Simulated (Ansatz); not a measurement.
# SrBe2In2 (built on the sites of a database entry of SrMg2Bi2): the cell at rest

Wanted: the relaxed cell of SrBe2In2 (built on the sites of a database entry of SrMg2Bi2).

Main program and level: Ansatz 0.2.0; DFT r2SCAN, scalar-relativistic, plane waves, PAW.

The structure was built from a prototype and need not be the compound's stable phase.

**1. Set-up**

The structure is trigonal, space group P-3m1 (No. 164). Conventional cell: a = 4.496 Å, b = 4.496 Å, c = 7.431 Å, α = 90.00°, β = 90.00°, γ = 120.00°. Nearest to Sr lie 6 In at 3.21 Å. Nearest to Be lie 4 In at 2.75 to 2.76 Å. In has 4 Be at 2.75 to 2.76 Å and 3 Sr at 3.21 Å nearest. Farther neighbours are not listed.

**2. Probe on a coarse mesh**

A quick single point on a coarse mesh tells whether the cell has a gap and how far it is from rest, which sets the k mesh and smearing that follow.

File input.yaml:

```yaml
crystal:
  lattice:
    - [4.49591, 0.0, 0.0]
    - [-2.24795, 3.89357, 0.0]
    - [0.0, 0.0, 7.43115]
  atoms:
    - { symbol: Sr, position: [0.0, 0.0, 0.0] }
    - { symbol: Be, position: [0.66666667, 0.33333333, 0.37504416] }
    - { symbol: Be, position: [0.33333333, 0.66666667, 0.62495584] }
    - { symbol: In, position: [0.66666667, 0.33333333, 0.74673486] }
    - { symbol: In, position: [0.33333333, 0.66666667, 0.25326514] }
kpoints:
  mp_grid: { grid: [6, 6, 4] }
hamiltonian:
  xc: r2scan
scf:
  occupations: { method: gaussian, width: 0.1 }
output:
  forces: true
  stress: true
  eigenvalues: true
```

On the command line:

```sh
> ansatz run input.yaml --threads 8 --pin off --max-ram 14336MiB --backend cpu --events-out ev --progress --plain --runs-dir out
```

Numbers of over 12 decimals in the logs are rounded to 6 here.

What it wrote:

```text
Engine: ansatz 0.2.0, aarch64-unknown-linux-gnu
Pseudopotentials: kind: paw
Pseudopotential: Sr, paw, valence charge 10, recommended cutoff 500 eV (meta_gga), Sr.paw.azcp
Pseudopotential: Be, paw, valence charge 2, recommended cutoff 500 eV (meta_gga), Be.paw.azcp
Pseudopotential: In, paw, valence charge 13, recommended cutoff 500 eV (meta_gga), In.paw.azcp
Functional definition: r2SCAN
  parameter k0 = 0.174
[...]
k-point 0: bands = [... 16 lower, 2.9521, 6.8367, 6.8367, 8.8751, 9.0236, 9.2959, 9.2959, 9.4770, ... 1 higher]
  k-point 1: bands = [... 16 lower, 3.7943, 7.0207, 7.0207, 7.4424, 8.4170, 8.4170, 9.0720, 9.7038, ... 1 higher]
  k-point 2: bands = [... 16 lower, 5.1586, 5.8387, 7.5421, 7.5421, 7.5815, 7.5815, 9.1939, 9.5797, ... 1 higher]
  k-point 23: bands = [... 16 lower, 3.3240, 3.3240, 4.5392, 5.2507, 6.4831, 6.4831, 9.3008, 9.3008, ... 1 higher]
[key lines of the parts left out:]
SCF converged after 8 iterations
Free energy (F): -14963.357835 eV
Fermi energy:    6.385562 eV
P = ⅓ Tr σ = -2.4013 GPa (-24.013 kbar)
```

It took 1.7 s on 8 threads of Arm Neoverse V2, shared host; peak memory 0.88 GiB; 11 s of CPU time.

This step gave:

| Property | Result |
| --- | --- |
| pressure | -2.401 GPa |
| volume per atom | 26.02 Å³ |
| gap on the k-mesh | 0 eV |

The coarse mesh shows no gap and a pressure of -2.4 GPa.

**3. Coarse relaxation**

A rough relaxation comes first, because large forces or stress need no tight tolerances yet.

Edit input.yaml of step 2 so:

```diff
@@ -21 +21,6 @@
   eigenvalues: true
+relax:
+  adjacent_minimum: "off"
+  f_tol: 0.05
+  max_steps: 80
+  cell: { stress_tol: 0.5 }
```

What it wrote:

```text
[...]
Crystal: 5 atoms, lattice volume = 130.083 Å³
Basis set: ecut = 500 eV, 3321 PW (Γ), exchange–correlation on 144×144×240 points (64 copies of the dense FFT grid, shifted against one another)
Bands: 25, of which v1, the nominal top of the filled ones, is band 20 counted from 1 (19 counted from 0)
Symmetry: 12 space group operations
[...]
k-points: 24 of 144
[...]
- [4.325147, -2.777107765857726e-6, 7.202542608339847e-18]
    - [-2.162571, 3.745688, -7.202538699139497e-18]
    - [1.1904858034601687e-17, -6.873275721856078e-18, 7.341944]
  atoms:
    - { symbol: Sr, position: [0, 0, 1.4940123999988652e-18] }
    - { symbol: Be, position: [0.666667, 0.333333, 0.303607] }
    - { symbol: Be, position: [0.333333, 0.666667, 0.696393] }
    - { symbol: In, position: [0.666667, 0.333333, 0.655854] }
    - { symbol: In, position: [0.333333, 0.666667, 0.344146] }
[key lines of the parts left out:]
SCF converged after 4 iterations
Free energy (F): -14964.755196 eV
Fermi energy:    7.355936 eV
P = ⅓ Tr σ = -0.0035 GPa (-0.035 kbar)
```

The job ended after 13 s (8 threads; peak memory 0.9 GiB).

Relaxation path:

```
step  energy less that of the first step (eV)  largest force component (eV/Å)  pressure (GPa)  volume (Å³)
   1                                   0.0000                          1.9200           -2.40       130.08
   2                                  -0.6314                          1.0446           -1.77       126.77
   3                                  -0.9911                          0.5360            0.13       121.49
   4                                  -1.2268                          0.4530            0.10       120.59
   5                                  -1.3776                          0.1517           -0.26       120.06
   6                                  -1.3935                          0.1165           -0.12       118.84
   7                                  -1.3979                          0.0132            0.00       118.94
  8*                                  -1.3974                          0.0132            0.00       118.94
```

Relaxation steps marked * repeat the geometry before them on a plane-wave basis chosen anew for their cell, so energy and pressure can jump there.

Forces are held to the 12 operations that the run works with; a distortion that breaks them can't arise in this run.

```
conventional cell, symmetrised  before  after  change
                         a (Å)   4.496  4.325  -3.8 %
                         b (Å)   4.496  4.325  -3.8 %
                         c (Å)   7.431  7.342  -1.2 %
              volume (Å³/atom)   26.02  23.79  -8.6 %
```

The atoms that moved most (Å, as changes of fractional coordinates times the final cell):

```
atom     dx     dy      dz  length
 In5  0.000  0.000   0.667   0.667
 In4  0.000  0.000  -0.667   0.667
 Be3  0.000  0.000   0.524   0.524
 Be2  0.000  0.000  -0.524   0.524
```

Final coordinates:

```xyz
5
Lattice="4.3251 0.0000 0.0000 -2.1626 3.7457 0.0000 0.0000 0.0000 7.3419" Properties=species:S:1:pos:R:3 pbc="T T T"
Sr    0.0000    0.0000    0.0000
Be    2.1626    1.2486    2.2291
Be    0.0000    2.4971    5.1129
In    2.1626    1.2486    4.8152
In    0.0000    2.4971    2.5267
```

This step gave:

```
pressure        : -0.003488 GPa
volume per atom : 23.79 Å³
```

In this step the volume went from 26.02 to 23.79 Å³/atom.

**4. Relaxation**

The cell and atoms are relaxed, since residual forces and stress would shift the frequencies.

File input.yaml:

```yaml
crystal:
  lattice:
    - [4.3251466559, -2.7771e-06, 0.0]
    - [-2.1625709229, 3.7456882677, 0.0]
    - [0.0, 0.0, 7.3419439063]
  atoms:
    - { symbol: Sr, position: [0.0, 0.0, 0.0] }
    - { symbol: Be, position: [0.6666666667, 0.3333333333, 0.3036070295] }
    - { symbol: Be, position: [0.3333333333, 0.6666666667, 0.6963929705] }
    - { symbol: In, position: [0.6666666667, 0.3333333333, 0.6558536379] }
    - { symbol: In, position: [0.3333333333, 0.6666666667, 0.3441463621] }
kpoints:
  mp_grid: { grid: [9, 9, 6] }
hamiltonian:
  xc: r2scan
scf:
  occupations: { method: gaussian, width: 0.1 }
output:
  forces: true
  stress: true
  eigenvalues: true
relax:
  adjacent_minimum: "off"
  f_tol: 0.005
  max_steps: 80
  cell: { stress_tol: 0.05 }
```

What it wrote:

```text
[...]
Crystal: 5 atoms, lattice volume = 118.944 Å³
Basis set: ecut = 500 eV, 3009 PW (Γ), exchange–correlation on 128×128×216 points (64 copies of the dense FFT grid, shifted against one another)
Bands: 25, of which v1, the nominal top of the filled ones, is band 20 counted from 1 (19 counted from 0)
Symmetry: 12 space group operations
[...]
k-points: 62 of 486
[...]
SCF iter   1: F=—  HF=-14964.724861 eV  |F-HF|=—  |Δ(HF+E_count)|=         —  Δρ=6.32e-3  dr2=1.20e-1  dr2_τ=4.05e-2  ethr=1.77e-3  ⟨swp⟩=9.6  Hψ=9838  notcnv=0
[...]
SCF iter   8: F=-14964.760125 eV  HF=-14964.760125 eV  |F-HF|=1.03e-9  |Δ(HF+E_count)|=   2.15e-8  Δρ=3.06e-6  dr2=1.75e-8  dr2_τ=1.65e-9  ethr=2.50e-10  ⟨swp⟩=10.1  Hψ=7944  notcnv=0
SCF 1 converged in 8 iterations: F = -14964.760125 eV  dr2 = 1.75e-8
[...]
relax step   1: F+E_penalty+E_count = -14964.76012475 eV  Δ(F+E_penalty+E_count) = +0.000e0 eV  max|allowed force component| = 2.518e-1 eV/Å  Δτ_max = 0.0000 Å  P = -0.041 GPa  Ω = 118.944 Å³  (8 SCF iters, dr2 threshold 1.00e-7 eV, accepted)
Crystal: 5 atoms, lattice volume = 118.373 Å³
[...]
SCF iter   7: F=-14964.751352 eV  HF=-14964.751352 eV  |F-HF|=4.03e-8  |Δ(HF+E_count)|=   7.87e-7  Δρ=8.63e-6  dr2=1.89e-7  dr2_τ=2.02e-9  ethr=1.25e-9  ⟨swp⟩=7.4  Hψ=7661  notcnv=0
SCF 2 converged in 7 iterations: F = -14964.751352 eV  dr2 = 1.89e-7
relax step   2: F+E_penalty+E_count = -14964.75135180 eV  Δ(F+E_penalty+E_count) = +8.773e-3 eV  max|allowed force component| = 3.808e-1 eV/Å  Δτ_max = 0.0613 Å  P = +0.531 GPa  Ω = 118.373 Å³  energy of the carried Pulay correction = +3.552e-5 eV  (7 SCF iters, dr2 threshold 5.00e-7 eV, rejected (line search))
Crystal: 5 atoms, lattice volume = 118.934 Å³
Basis set: ecut = 500 eV, 2997 PW (Γ), exchange–correlation on 128×128×216 points (64 copies of the dense FFT grid, shifted against one another)
[...]
SCF iter  11: F=-14964.778270 eV  HF=-14964.778270 eV  |F-HF|=3.64e-12  |Δ(HF+E_count)|=  6.73e-11  Δρ=7.06e-8  dr2=1.07e-11  dr2_τ=1.42e-13  ethr=1.00e-12  ⟨swp⟩=5.0  Hψ=5814  notcnv=0
SCF 3 converged in 11 iterations: F = -14964.778270 eV  dr2 = 1.07e-11
relax step   3: F+E_penalty+E_count = -14964.77827044 eV  Δ(F+E_penalty+E_count) = -1.815e-2 eV  max|allowed force component| = 3.228e-2 eV/Å  Δτ_max = 0.0220 Å  P = +0.018 GPa  Ω = 118.934 Å³  energy of the carried Pulay correction = +6.536e-7 eV  (11 SCF iters, accepted)
[...]
relax step   4: F+E_penalty+E_count = -14964.77852376 eV  Δ(F+E_penalty+E_count) = -2.533e-4 eV  max|allowed force component| = 4.070e-3 eV/Å  Δτ_max = 0.0045 Å  P = +0.018 GPa  Ω = 118.955 Å³  energy of the carried Pulay correction = -6.563e-7 eV  (6 SCF iters, dr2 threshold 7.98e-8 eV, accepted)
[...]
SCF iter   6: F=-14964.778537 eV  HF=-14964.778537 eV  |F-HF|=3.64e-12  |Δ(HF+E_count)|=  3.64e-12  Δρ=1.15e-7  dr2=1.41e-11  dr2_τ=1.99e-12  ethr=1.00e-12  ⟨swp⟩=6.1  Hψ=6457  notcnv=0
SCF 5 converged in 6 iterations: F = -14964.778537 eV  dr2 = 1.41e-11
relax step   5: F+E_penalty+E_count = -14964.77853652 eV  Δ(F+E_penalty+E_count) = -1.276e-5 eV  max|allowed force component| = 4.051e-3 eV/Å  Δτ_max = 0.0000 Å  P = +0.018 GPa  Ω = 118.955 Å³  stress off target by 2.42e-2 GPa  SCF on the basis re-selected at this cell (its energy is not comparable with the rows above)  (6 SCF iters)
basis re-selected at this cell: Δ(F+E_penalty+E_count) = -1.276e-5 eV, ΔP = -0.000 GPa vs the last step (what re-selecting the basis moved, of the pressure what is left beyond the Pulay correction that the steps carried, after the strain that the cell walked since its last selection, with what the two solves' SCF thresholds leave and, on support functions, any second-order correction that the steps lacked; it is no m [...]
SCF converged after 6 iterations
Free energy (F): -14964.778537 eV
[...]
Internal energy: -14964.770502 eV  (E = F + TS)
E sigma→0 (E₀):  -14964.774519 eV
Entropy (-TS):   -0.008034 eV (-1.607 meV/atom)
Fermi energy:    7.392732 eV
[...]
--- Forces (eV/Å), atoms counted from 1 ---
  atom   1  Sr     0.00000000    -0.00000000     0.00000000
  atom   2  Be    -0.00000000    -0.00000000    -0.00405079
  atom   3  Be    -0.00000000     0.00000000     0.00405079
  atom   4  In    -0.00000000    -0.00000000     0.00176183
  atom   5  In     0.00000000     0.00000000    -0.00176183
  max |Σ_I F_I| component: 7.40e-17 eV/Å
--- Stress (GPa, compression-positive) ---
        0.014973       0.000000      -0.000000
        0.000000       0.014973       0.000000
       -0.000000       0.000000       0.024161
  P = ⅓ Tr σ = 0.0180 GPa (0.180 kbar)
--- Band table (eV; the first three rows and the last of 62) ---
  k-point 0: bands = [... 16 lower, 3.9850, 7.7612, 7.7612, 9.7153, 10.0453, 10.1051, 10.1051, 10.9999, ... 1 higher]
  k-point 1: bands = [... 16 lower, 4.4145, 7.8270, 7.8270, 9.3891, 9.7245, 9.7804, 9.7804, 10.8595, ... 1 higher]
  k-point 2: bands = [... 16 lower, 5.2979, 7.9978, 7.9978, 8.2900, 9.2867, 9.2867, 9.7436, 10.6306, ... 1 higher]
  k-point 61: bands = [... 16 lower, 4.3211, 4.3211, 4.6201, 6.1444, 7.6764, 7.6764, 10.3292, 10.3292, ... 1 higher]
--- Relaxed structure (4 steps of the walk, 3 accepted, 1 SCFs on fresh bases) ---
[...]
cell:  # Å, volume = 118.9548 Å³
    - [4.350061, -2.793103382745859e-6, -7.726105783232185e-19]
    - [-2.175028, 3.767265, -7.726105783232151e-19]
    - [-1.3115092474740462e-18, -2.2715972828302605e-18, 7.258730]
  atoms:
    - { symbol: Sr, position: [0, 0, 0.0] }
    - { symbol: Be, position: [0.666667, 0.333333, 0.303673] }
    - { symbol: Be, position: [0.333333, 0.666667, 0.696327] }
    - { symbol: In, position: [0.666667, 0.333333, 0.652243] }
    - { symbol: In, position: [0.333333, 0.666667, 0.347757] }
```

The job ended after 17 s (8 threads; peak memory 0.86 GiB).

Step by step:

```
step  energy less that of the first step (eV)  largest force component (eV/Å)  pressure (GPa)  volume (Å³)
   1                                   0.0000                          0.2518           -0.04       118.94
   2                                   0.0088                          0.3808            0.53       118.37
   3                                  -0.0181                          0.0323            0.02       118.93
   4                                  -0.0184                          0.0041            0.02       118.95
  5*                                  -0.0184                          0.0041            0.02       118.95
```

Relaxation steps marked * repeat the geometry before them on a plane-wave basis chosen anew for their cell, so energy and pressure can jump there. Relaxation step 2 was tried and not accepted.

The run keeps the 12 symmetry operations that it works with, so distortions that break them were not tested.

```
conventional cell, symmetrised  before  after  change
                         a (Å)   4.325  4.350  +0.6 %
                         b (Å)   4.325  4.350  +0.6 %
                         c (Å)   7.342  7.259  -1.1 %
              volume (Å³/atom)   23.79  23.79  +0.0 %
```

The atoms that moved most (Å, as changes of fractional coordinates times the final cell):

```
atom     dx     dy      dz  length
 In4  0.000  0.000  -0.026   0.026
 In5  0.000  0.000   0.026   0.026
```

The relaxed structure:

```xyz
5
Lattice="4.3501 0.0000 0.0000 -2.1750 3.7673 0.0000 0.0000 0.0000 7.2587" Properties=species:S:1:pos:R:3 pbc="T T T"
Sr    0.0000    0.0000    0.0000
Be    2.1750    1.2558    2.2043
Be    0.0000    2.5115    5.0545
In    2.1750    1.2558    4.7345
In    0.0000    2.5115    2.5243
```

This step gave:

- pressure: 0.01804 GPa

In this step the volume went from 23.79 to 23.79 Å³/atom.

**5. Relaxing to small forces for the phonons**

Phonons need a cell at rest on their own settings, so the relaxation is repeated with tight tolerances on forces and stress, using the mesh and the filling of the phonon run that follows.

File input.yaml:

```yaml
crystal:
  lattice:
    - [4.3500610358, -2.7931e-06, 0.0]
    - [-2.175028099, 3.7672647616, 0.0]
    - [0.0, 0.0, 7.2587302145]
  atoms:
    - { symbol: Sr, position: [0.0, 0.0, 0.0] }
    - { symbol: Be, position: [0.6666666667, 0.3333333333, 0.303672748] }
    - { symbol: Be, position: [0.3333333333, 0.6666666667, 0.696327252] }
    - { symbol: In, position: [0.6666666667, 0.3333333333, 0.6522434894] }
    - { symbol: In, position: [0.3333333333, 0.6666666667, 0.3477565106] }
kpoints:
  mp_grid: { grid: [9, 9, 6] }
hamiltonian:
  xc: r2scan
scf:
  occupations: { method: methfessel_paxton, width: 0.2 }
output:
  forces: true
  stress: true
  eigenvalues: true
relax:
  adjacent_minimum: "off"
  f_tol: 0.001
  max_steps: 60
  cell: { stress_tol: 0.01 }
```

What it wrote:

```text
[...]
Crystal: 5 atoms, lattice volume = 118.955 Å³
Basis set: ecut = 500 eV, 2997 PW (Γ), exchange–correlation on 128×128×216 points (64 copies of the dense FFT grid, shifted against one another)
Bands: 25, of which v1, the nominal top of the filled ones, is band 20 counted from 1 (19 counted from 0)
Symmetry: 12 space group operations
[...]
k-points: 62 of 486
[...]
cell:  # Å, volume = 118.9787 Å³
    - [4.349761, -2.792909845280169e-6, 0]
    - [-2.174878, 3.767005, 0]
    - [0, 1.255755904367859e-19, 7.261190]
  atoms:
    - { symbol: Sr, position: [0, 0, 0] }
    - { symbol: Be, position: [0.666667, 0.333333, 0.303561] }
    - { symbol: Be, position: [0.333333, 0.666667, 0.696439] }
    - { symbol: In, position: [0.666667, 0.333333, 0.652036] }
    - { symbol: In, position: [0.333333, 0.666667, 0.347964] }
[key lines of the parts left out:]
SCF converged after 6 iterations
Free energy (F): -14964.773261 eV
Fermi energy:    7.390669 eV
P = ⅓ Tr σ = 0.0021 GPa (0.021 kbar)
```

Run time: 9.8 s. Hardware: 8 threads; peak memory 0.86 GiB.

Little changed from the start: no atom moved by 0.005 Å and no cell edge by 0.1 %.

Numbers from this step:

```
pressure        : 0.002061 GPa
volume per atom : 23.80 Å³
```

The largest force component left is 0.67 meV/Å and the pressure is 0.002 GPa, within the tolerances set. The cell now holds 23.80 Å³/atom.

**6. Outcome**

| Item | Value |
| --- | --- |
| space group after relaxation (within 0.01 Å) | P-3m1 |
| lattice constant a | 4.350 Å |
| lattice constant b | 4.350 Å |
| lattice constant c | 7.261 Å |
| volume per atom | 23.8 Å³ |

What this shows: The largest force component left is 0.67 meV/Å and the pressure is 0.002 GPa, within the tolerances set. The cell now holds 23.80 Å³/atom. The relaxation keeps the symmetry of its start, so it says nothing on stability against lower symmetry. The starting cell was built on a prototype and not taken from a measurement, so the phase need not exist.

[Logs are printed without paths, hosts, clocks, repeated set-up lines and the standing remarks that a program may print on its own settings, such as how far it seeks lower states.]

[Hosts, paths, dates, database ids (printed as entryN), source tags and the programs' standing remarks are cut or masked in the printed files.]
